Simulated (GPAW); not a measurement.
**free-standing triangular Pt monolayer, spacing 2.74 A: which magnetic order is lowest**

Aim: find out whether free-standing triangular Pt monolayer, spacing 2.74 A carries moments, and which collinear order costs least.

Method: LDA; plane waves with GPAW's PAW setups, scalar-relativistic, in GPAW 26.7.0.

## (1) Set-up

The cell holds 1 atom: 1 Pt. Cell: a = 2.740 Å, b = 2.740 Å, c = 14.000 Å, α = 90.0°, β = 90.0°, γ = 120.0°. model lattice. Vacuum lies along c.

## (2) Order 1, typed as ferro +

The parallel start comes first: it fits the smallest cell, keeps the most symmetry and shows whether parallel moments form.

order1.py reads:

```python
import json
import numpy as np
from ase import Atoms
from ase.parallel import paropen, parprint
from gpaw import GPAW

atoms = Atoms(['Pt'],
    cell=[[2.74, 0.0, 0.0],
         [-1.37, 2.37291, 0.0],
         [0.0, 0.0, 14.0]],
    scaled_positions=[[0.0, 0.0, 0.5]],
    pbc=True,
    magmoms=[0.6])
atoms.calc = GPAW(mode={'name': 'pw', 'ecut': 440.0},
    xc='LDA',
    kpts={'size': (12, 12, 1), 'gamma': True},
    occupations={'name': 'fermi-dirac', 'width': 0.05},
    convergence={'density': 1e-05, 'energy': 1e-05},
    maxiter=200,
    symmetry={'tolerance': 1e-4},
    txt='order1.txt')
e = atoms.get_potential_energy(force_consistent=True)
res = {'free_energy': e, 'energy_sigma0': atoms.get_potential_energy(), 'fermi_energy': atoms.calc.get_fermi_level()}
res['moments'] = atoms.get_magnetic_moments().tolist()
res['total'] = atoms.get_magnetic_moment()
parprint('site moments (muB):', np.round(res['moments'], 3))
parprint(f"total moment: {res['total']:.3f} muB")
parprint(f'free energy: {e:.6f} eV')
atoms.calc.write('order1.gpw')
n = atoms.calc.get_pseudo_density()
up, down = (atoms.calc.get_pseudo_density(spin=i) for i in (0, 1))
np.savez('grids.npz', density=n, spin=up - down)
with paropen('results.json', 'w') as f:
    json.dump(res, f)
```

On the command line:

```sh
$ OMP_NUM_THREADS=1 python3 order1.py > order1.log
```

Numbers of over 12 decimals in the logs are rounded to 6 here.

The log of the run:

```text
site moments (muB): [-0.]
total moment: -0.000 muB
free energy: -6.340921 eV

--- order1.txt ---
Input parameters:
  mode=PW(ecut=440.0),
  convergence={'density': 1e-05, 'energy': 1e-05},
  kpts=MonkhorstPack(size=(12, 12, 1), gamma=True),
  maxiter=200,
  occupations=Occupations(name='fermi-dirac', width=0.05),
  symmetry=Symmetry(tolerance=0.0001),
  xc=XC(name='LDA')

Diagonalizing LCAO Hamiltonian
Converting LCAO to pw mode

       Pt

Atoms  # Å, Bohr magnetons
|   | symbol |        x |        y |        z |    initial magnetic moments |
|---|--------|----------|----------|----------|-----------------------------|
| 0 |     Pt | 0.000000 | 0.000000 | 7.000000 | ( 0.0000,  0.0000,  0.6000) |

Unit cell  # Å
| periodic |         x |        y |         z |   lengths |     angles |
|----------|-----------|----------|-----------|-----------|------------|
|      yes |  2.740000 | 0.000000 |  0.000000 |  2.740000 |  90.000000 |
|      yes | -1.370000 | 2.372910 |  0.000000 |  2.740000 |  90.000000 |
|      yes |  0.000000 | 0.000000 | 14.000000 | 14.000000 | 119.999996 |

Number of symmetries: 24

BZ-sampling:
  Number of BZ points: 144
  Number of IBZ points: 19

  Monkhorst-Pack size: [12, 12, 1]
  Monkhorst-Pack shift: [0.041667, 0.041667, 0.0]

K-points  # in reciprocal-cell coordinates
|     |                                coordinates |     weight |
|-----|--------------------------------------------|------------|
|   0 | ( -0.00000000,  -0.00000000,   0.00000000) | 0.00694444 |
|   1 | (  0.08333333,  -0.00000000,   0.00000000) | 0.04166667 |
|   2 | (  0.16666667,  -0.08333333,   0.00000000) | 0.04166667 |
|   3 | (  0.16666667,  -0.00000000,   0.00000000) | 0.04166667 |
|   4 | (  0.25000000,  -0.08333333,   0.00000000) | 0.08333333 |
|   5 | (  0.25000000,  -0.00000000,   0.00000000) | 0.04166667 |
|   6 | (  0.33333333,  -0.16666667,   0.00000000) | 0.04166667 |
|   7 | (  0.33333333,  -0.08333333,   0.00000000) | 0.08333333 |
|   8 | (  0.33333333,  -0.00000000,   0.00000000) | 0.04166667 |
|   9 | (  0.33333333,   0.33333333,   0.00000000) | 0.01388889 |
| ... |                                            |            |
|  18 | (  0.50000000,   0.50000000,   0.00000000) | 0.02083333 |

Plane wave coefficients: 1931
Cutoff: 440.000000 eV

Spin-components: 2 (collinear spins)
Bands:           12
Projectors:      6
Spin-degeneracy: 1
Datatype:        complex128

Parallelization:
  kpt:    1
  domain: 1
  band:   1

Density:
  Valence electrons: 16.0
  Components: 2
  Grid points: [14 14 70]
  Charge: 0.0  # |e|

Potential:
  Grid points: [14 14 70]

species:
  Pt:
    name:    Platinum
    Z:       78.0
    valence: 16
    core:    62
    charge:  0.0  # [|e|]
    compensation charges:
      type: gauss
      rc: 0.41  # [Å]
      lmax: 2
    cutoffs:
      filter: 2.26  # [Å]
      core: 2.26  # [Å]
    projectors
    | kind |    occ | energy [eV] | rcut [Å] |
    |------|--------|-------------|----------|
    |   6s |  1.000 |      -5.930 |    1.307 |
    |   5p |  6.000 |     -56.318 |    1.371 |
    |   6p |  0.000 |      -0.962 |    1.371 |
    |   5d |  9.000 |      -6.387 |    1.307 |
    |    s |        |      21.281 |    1.307 |
    |    d |        |      20.825 |    1.307 |

    Using partial waves for Pt as LCAO basis

Reference energy: -500096.748869  # eV

eigensolver:
  PPCG
  Converge bands: occupied
  niter=2

density mixing:
  MSR1-Mixer
  Pratt-step length: 0.05
  Maximum mixing coefficient: 0.75
  Old densities: 10
  SVD Regularization: 0.005
  Good broyden scale: 1.0
  Trust region scale: 1.0
  Backstep threshold: 4.0
  History deletion threshold: 6.0
  Fourier metric: weight=20.0, sigma=0.015

occupation numbers:
  Fermi-Dirac:
    width: 0.0500  # eV

poisson solver:
  ecut: 3520.000000  # eV

xc functional:
  name: None

convergence criteria:
- Maximum integral of absolute [dens]ity change: 1e-05 electrons / valence electron
- Maximum [total energy] change in last 3 cyles: 1e-05 eV / valence electron
- Maximum integral of absolute [eigenst]ate change: 4e-08 eV^2 / valence electron
maximum number of iterations: 200

SCF iterations
|iter     |      energy | eigst |  dens |  magmom |
|---------|-------------|-------|-------|---------|
|iter:   1|       0s |   -7.947219 | +0.32 |       |  +0.5987|
|iter:   2|       1s |   -7.505529 | -1.20 | -0.81 |  +0.5810|
|iter:   3|       1s |   -6.347052 | -0.70 | -0.86 |  +0.3683|
|iter:   4|       2s |   -6.331102 | -2.14 | -1.56 |  +0.2921|
|iter:   5|       3s |   -6.329104 | -3.13 | -1.94 |  +0.2302|
|iter:   6|       4s |   -6.329092 | -3.95 | -2.40 |  +0.2005|
|iter:   7|       5s |   -6.329136c| -4.61 | -2.67 |  +0.1538|
|iter:   8|       6s |   -6.328916 | -4.65 | -2.87 |  +0.0619|
|iter:   9|       7s |   -6.328708 | -4.36 | -2.66 |  -0.0423|
|iter:  10|       7s |   -6.328911 | -4.18 | -2.57 |  -0.1322|
|iter:  11|       8s |   -6.328996 | -4.98 | -2.70 |  -0.0443|
|iter:  12|       9s |   -6.328950c| -6.38 | -3.18 |  -0.0410|
|iter:  13|      10s |   -6.328909c| -5.90 | -3.35 |  -0.0255|
|iter:  14|      11s |   -6.328895c| -6.09 | -3.62 |  -0.0093|
|iter:  15|      12s |   -6.328890c| -6.52 | -4.12 |  -0.0017|
|iter:  16|      12s |   -6.328891c| -7.56c| -4.82 |  -0.0006|
|iter:  17|      13s |   -6.328891c| -7.80c| -5.09c|  -0.0001|

Converged in 17 steps
Energy contributions relative to reference atoms: (reference = -500096.748869)

Energy contributions:
  Kinetic:         -21.939217
  Coulomb:          17.844796
  Zero:             -0.563852
  External:          0.000000
  Xc:               -1.658586
  Entropy:          -0.024061
  Spinorbit:         0.000000
  ----------------------------
  Free energy:      -6.340921
  Extrapolated:     -6.328891

dipole moment: (-4.702678, -8.145279, 0.000001)  # |e|*Ang

Total magnetic moment: (0.000000, 0.000000, -0.000069)

Local magnetic moments
|        x |        y |         z |
|----------|----------|-----------|
| 0.000000 | 0.000000 | -0.000067 |  # Pt   0

Fermi level: -3.989
Eigenvalues  # (at kpt = [-0.000, -0.000, 0.000])
| band index |      eig [eV] | occ [0-1] |      eig [eV] | occ [0-1] |
|------------|---------------|-----------|---------------|-----------|
|          0 |       -55.794 |     1.000 |       -55.794 |     1.000 |
|          1 |       -55.794 |     1.000 |       -55.794 |     1.000 |
|          2 |       -55.174 |     1.000 |       -55.174 |     1.000 |
|          3 |       -10.628 |     1.000 |       -10.628 |     1.000 |
|          4 |        -6.531 |     1.000 |        -6.531 |     1.000 |
|          5 |        -6.531 |     1.000 |        -6.531 |     1.000 |
|          6 |        -5.559 |     1.000 |        -5.560 |     1.000 |
|          7 |        -3.686 |     0.002 |        -3.686 |     0.002 |
|          8 |        -3.686 |     0.002 |        -3.686 |     0.002 |
|          9 |        -1.784 |     0.000 |        -1.784 |     0.000 |
|         10 |         2.617 |     0.000 |         2.617 |     0.000 |
|         11 |         3.613 |     0.000 |         3.613 |     0.000 |

No gap
No difference between direct/indirect transitions
```

Elapsed: 16 s, on 1 MPI rank of Intel Xeon Platinum 8375C at 2.90GHz (Ice Lake), shared host; peak memory 0.17 GiB.

Numbers from this step:

- final state: non-magnetic

After 17 cycles the seed has died away: no moment is left.

## (3) Order 2, typed as antiferro q=(0,1/2,0) +-

An opposed order shows whether the pairs that it reverses prefer unlike signs.

The cell is doubled to 2 atoms to hold this order. Its mesh is chosen so that both cells sample the same points.

order2.py is the script of step 2 with these lines changed:

```diff
@@ -6,12 +6,13 @@
 
-atoms = Atoms(['Pt'],
+atoms = Atoms(['Pt', 'Pt'],
     cell=[[2.74, 0.0, 0.0],
-         [-1.37, 2.37291, 0.0],
+         [-2.74, 4.74582, 0.0],
          [0.0, 0.0, 14.0]],
-    scaled_positions=[[0.0, 0.0, 0.5]],
+    scaled_positions=[[0.0, 0.0, 0.5],
+         [0.0, 0.5, 0.5]],
     pbc=True,
-    magmoms=[0.6])
+    magmoms=[0.6, -0.6])
 atoms.calc = GPAW(mode={'name': 'pw', 'ecut': 440.0},
     xc='LDA',
-    kpts={'size': (12, 12, 1), 'gamma': True},
+    kpts={'size': (12, 6, 1), 'gamma': True},
     occupations={'name': 'fermi-dirac', 'width': 0.05},
@@ -20,3 +21,3 @@
     symmetry={'tolerance': 1e-4},
-    txt='order1.txt')
+    txt='order2.txt')
 e = atoms.get_potential_energy(force_consistent=True)
@@ -28,3 +29,3 @@
 parprint(f'free energy: {e:.6f} eV')
-atoms.calc.write('order1.gpw')
+atoms.calc.write('order2.gpw')
 n = atoms.calc.get_pseudo_density()
```

On the command line:

```sh
$ OMP_NUM_THREADS=1 python3 order2.py > order2.log
```

The log of the run:

```text
site moments (muB): [-0. -0.]
total moment: -0.000 muB
free energy: -12.681844 eV

--- order2.txt ---
Input parameters:
  mode=PW(ecut=440.0),
  convergence={'density': 1e-05, 'energy': 1e-05},
  kpts=MonkhorstPack(size=(12, 6, 1), gamma=True),
  maxiter=200,
  occupations=Occupations(name='fermi-dirac', width=0.05),
  symmetry=Symmetry(tolerance=0.0001),
  xc=XC(name='LDA')

Diagonalizing LCAO Hamiltonian
Converting LCAO to pw mode

         Pt
          Pt

Atoms  # Å, Bohr magnetons
|   | symbol |         x |        y |        z |    initial magnetic moments |
|---|--------|-----------|----------|----------|-----------------------------|
| 0 |     Pt |  0.000000 | 0.000000 | 7.000000 | ( 0.0000,  0.0000,  0.6000) |
| 1 |     Pt | -1.370000 | 2.372910 | 7.000000 | ( 0.0000,  0.0000, -0.6000) |

Unit cell  # Å
| periodic |         x |        y |         z |   lengths |     angles |
|----------|-----------|----------|-----------|-----------|------------|
|      yes |  2.740000 | 0.000000 |  0.000000 |  2.740000 |  90.000000 |
|      yes | -2.740000 | 4.745820 |  0.000000 |  5.480001 |  90.000000 |
|      yes |  0.000000 | 0.000000 | 14.000000 | 14.000000 | 119.999996 |

Number of symmetries: 4

BZ-sampling:
  Number of BZ points: 72
  Number of IBZ points: 38

  Monkhorst-Pack size: [12, 6, 1]
  Monkhorst-Pack shift: [0.041667, 0.083333, 0.0]

Plane wave coefficients: 3847
Cutoff: 440.000000 eV

Spin-components: 2 (collinear spins)
Bands:           24
Projectors:      12
Spin-degeneracy: 1
Datatype:        complex128

Parallelization:
  kpt:    1
  domain: 1
  band:   1

Density:
  Valence electrons: 32.0
  Components: 2
  Grid points: [14 27 70]
  Charge: 0.0  # |e|

Potential:
  Grid points: [14 27 70]

[... setups left out ...]
Reference energy: -1000193.497738  # eV

eigensolver:
  PPCG
  Converge bands: occupied
  niter=2

density mixing:
  MSR1-Mixer
  Pratt-step length: 0.05
  Maximum mixing coefficient: 0.75
  Old densities: 10
  SVD Regularization: 0.005
  Good broyden scale: 1.0
  Trust region scale: 1.0
  Backstep threshold: 4.0
  History deletion threshold: 6.0
  Fourier metric: weight=20.0, sigma=0.015

occupation numbers:
  Fermi-Dirac:
    width: 0.0500  # eV

poisson solver:
  ecut: 3520.000000  # eV

xc functional:
  name: None

convergence criteria:
- Maximum integral of absolute [dens]ity change: 1e-05 electrons / valence electron
- Maximum [total energy] change in last 3 cyles: 1e-05 eV / valence electron
- Maximum integral of absolute [eigenst]ate change: 4e-08 eV^2 / valence electron
maximum number of iterations: 200

SCF iterations
|iter     |      energy | eigst |  dens |  magmom |
|---------|-------------|-------|-------|---------|
|iter:   1|       0s |  -15.919239 | +0.32 |       |  -0.0000|
|iter:   2|       7s |  -15.035547 | -1.20 | -0.82 |  -0.0000|
|iter:   3|      14s |  -12.696354 | -0.71 | -0.87 |  +0.0000|
|iter:   4|      21s |  -12.659863 | -2.10 | -1.54 |  -0.0000|
|iter:   5|      28s |  -12.657169 | -3.13 | -1.90 |  +0.0002|
|iter:   6|      35s |  -12.659213 | -3.68 | -2.36 |  -0.0007|
|iter:   7|      42s |  -12.657346 | -4.02 | -2.27 |  -0.0001|
|iter:   8|      49s |  -12.657704 | -4.82 | -2.65 |  -0.0001|
|iter:   9|      56s |  -12.657770 | -5.27 | -3.05 |  -0.0001|
|iter:  10|      63s |  -12.657788c| -6.03 | -3.51 |  -0.0001|
|iter:  11|      71s |  -12.657783c| -6.78 | -4.05 |  -0.0001|
|iter:  12|      78s |  -12.657782c| -7.37 | -4.44 |  -0.0001|
|iter:  13|      81s |  -12.657783c| -7.75c| -5.20c|  -0.0001|

Converged in 13 steps
Energy contributions relative to reference atoms: (reference = -1000193.497738)

Energy contributions:
  Kinetic:         -43.876396
  Coulomb:          35.687623
  Zero:             -1.127729
  External:          0.000000
  Xc:               -3.317219
  Entropy:          -0.048123
  Spinorbit:         0.000000
  ----------------------------
  Free energy:     -12.681844
  Extrapolated:    -12.657783

dipole moment: (-9.405356, -16.290554, 0.000005)  # |e|*Ang

Total magnetic moment: (0.000000, 0.000000, -0.000111)

Local magnetic moments
|        x |        y |         z |
|----------|----------|-----------|
| 0.000000 | 0.000000 | -0.000041 |  # Pt   0
| 0.000000 | 0.000000 | -0.000067 |  # Pt   1

Fermi level: -3.989
Eigenvalues  # (at kpt = [-0.000, 0.000, 0.000])
| band index |      eig [eV] | occ [0-1] |      eig [eV] | occ [0-1] |
|------------|---------------|-----------|---------------|-----------|
|          0 |       -56.191 |     1.000 |       -56.191 |     1.000 |
|        ... |               |           |               |           |
|          6 |       -10.628 |     1.000 |       -10.628 |     1.000 |
|          7 |        -9.206 |     1.000 |        -9.206 |     1.000 |
|          8 |        -6.955 |     1.000 |        -6.955 |     1.000 |
|          9 |        -6.531 |     1.000 |        -6.531 |     1.000 |
|         10 |        -6.531 |     1.000 |        -6.531 |     1.000 |
|         11 |        -5.559 |     1.000 |        -5.560 |     1.000 |
|         12 |        -4.339 |     0.999 |        -4.339 |     0.999 |
|         13 |        -4.267 |     0.996 |        -4.267 |     0.996 |
|         14 |        -3.686 |     0.002 |        -3.686 |     0.002 |
|         15 |        -3.686 |     0.002 |        -3.686 |     0.002 |
|         16 |        -2.868 |     0.000 |        -2.868 |     0.000 |
|         17 |        -1.784 |     0.000 |        -1.784 |     0.000 |
|         18 |        -1.147 |     0.000 |        -1.147 |     0.000 |
|         19 |         2.617 |     0.000 |         2.617 |     0.000 |
|         20 |         2.759 |     0.000 |         2.759 |     0.000 |
|         21 |         3.613 |     0.000 |         3.613 |     0.000 |
|        ... |               |           |               |           |
|         23 |         4.788 |     0.000 |         4.788 |     0.000 |

No gap
No difference between direct/indirect transitions
```

Wall time 92 s (1 MPI rank); peak memory 0.33 GiB.

Read from the output:

```yaml
final_state: non-magnetic
```

It ends in the same state without moments as the first start; the 9.1e-4 meV between them is numerical noise.

## (4) Start 3: no spin polarisation

A run without seeds gives the energy of the state without moments.

nospin.py reads:

```python
import json
import numpy as np
from ase import Atoms
from ase.parallel import paropen, parprint
from gpaw import GPAW

atoms = Atoms(['Pt'],
    cell=[[2.74, 0.0, 0.0],
         [-1.37, 2.37291, 0.0],
         [0.0, 0.0, 14.0]],
    scaled_positions=[[0.0, 0.0, 0.5]],
    pbc=True)
atoms.calc = GPAW(mode={'name': 'pw', 'ecut': 440.0},
    xc='LDA',
    kpts={'size': (12, 12, 1), 'gamma': True},
    occupations={'name': 'fermi-dirac', 'width': 0.05},
    convergence={'density': 1e-05, 'energy': 1e-05},
    maxiter=200,
    symmetry={'tolerance': 1e-4},
    txt='nospin.txt')
e = atoms.get_potential_energy(force_consistent=True)
res = {'free_energy': e, 'energy_sigma0': atoms.get_potential_energy(), 'fermi_energy': atoms.calc.get_fermi_level()}
parprint(f'free energy: {e:.6f} eV')
atoms.calc.write('nospin.gpw')
with paropen('results.json', 'w') as f:
    json.dump(res, f)
```

On the command line:

```sh
$ OMP_NUM_THREADS=1 python3 nospin.py > nospin.log
```

The log of the run:

```text
free energy: -6.340921 eV

--- nospin.txt ---
Input parameters:
  mode=PW(ecut=440.0),
  convergence={'density': 1e-05, 'energy': 1e-05},
  kpts=MonkhorstPack(size=(12, 12, 1), gamma=True),
  maxiter=200,
  occupations=Occupations(name='fermi-dirac', width=0.05),
  symmetry=Symmetry(tolerance=0.0001),
  xc=XC(name='LDA')

Diagonalizing LCAO Hamiltonian
Converting LCAO to pw mode

       Pt

Atoms  # Å, Bohr magnetons
[...]
|------------|---------------|-----------|
|          0 |       -55.794 |     2.000 |
|          1 |       -55.794 |     2.000 |
|          2 |       -55.174 |     2.000 |
|          3 |       -10.628 |     2.000 |
|          4 |        -6.531 |     2.000 |
[...]
|          8 |        -3.686 |     0.005 |
|          9 |        -1.784 |     0.000 |
|         10 |         2.617 |     0.000 |
|         11 |         3.613 |     0.000 |

No gap
No difference between direct/indirect transitions


[key lines of the parts left out:]
Free energy:      -6.340921
Converged in 12 steps
dipole moment: (-4.702678, -8.145278, 0.000001)  # |e|*Ang
Fermi level: -3.989
```

Elapsed: 6.7 s, on 1 MPI rank; peak memory 0.15 GiB.

Numbers from this step:

| Item | Value |
| --- | --- |
| final state | non-magnetic (no spin polarisation) |

It ends in the same state without moments as the first start; the 1.4e-7 meV between them is numerical noise.

## (5) The states side by side

These are free energies at a smearing of 0.05 eV, so its entropy term is in the differences. They are divided by the number of seeded atoms, so that cells of unlike size compare. Wavevectors q in the names are fractions of the reciprocal vectors of the first run's cell.

Orders:

| start | final state | typed order kept | energy over the lowest (meV a seeded atom) | largest site moment (μB) | net moment (μB a primitive cell) | mesh matched | CPU time (s) |
| --- | --- | --- | --- | --- | --- | --- | --- |
| ferro + | non-magnetic | no | 9.14e-4 | 6.69e-5 | 6.87e-5 | yes | 16.14 |
| antiferro q=(0,1/2,0) +- | non-magnetic | no | 0 | 6.65e-5 | 5.54e-5 | yes | 92.34 |
| no spin polarisation | non-magnetic | - | 9.14e-4 | 0 | 0 | yes | 6.63 |

## (6) Summary of results

```
lowest state found  : non-magnetic (typed ferro +)
largest site moment : 6.7e-5 μB
```

The lowest state carries no moment above 0.15 μB, and no start kept one. This is the lowest of 3 finished starts, no proof of the ground state.

[Logs and program files are shortened in this print: banners, set-up blocks, solver, clock and traceback lines can be left out without a mark of their own.]

[Logs are printed without paths, hosts, clocks, repeated set-up lines and the standing remarks that a program may print on its own settings, such as how far it seeks lower states.]

[Hosts, paths, dates, database ids (printed as entryN), source tags and the programs' standing remarks are cut or masked in the printed files.]

[Where a cell is said to come from a database of computed structures, the database is the Materials Project.]
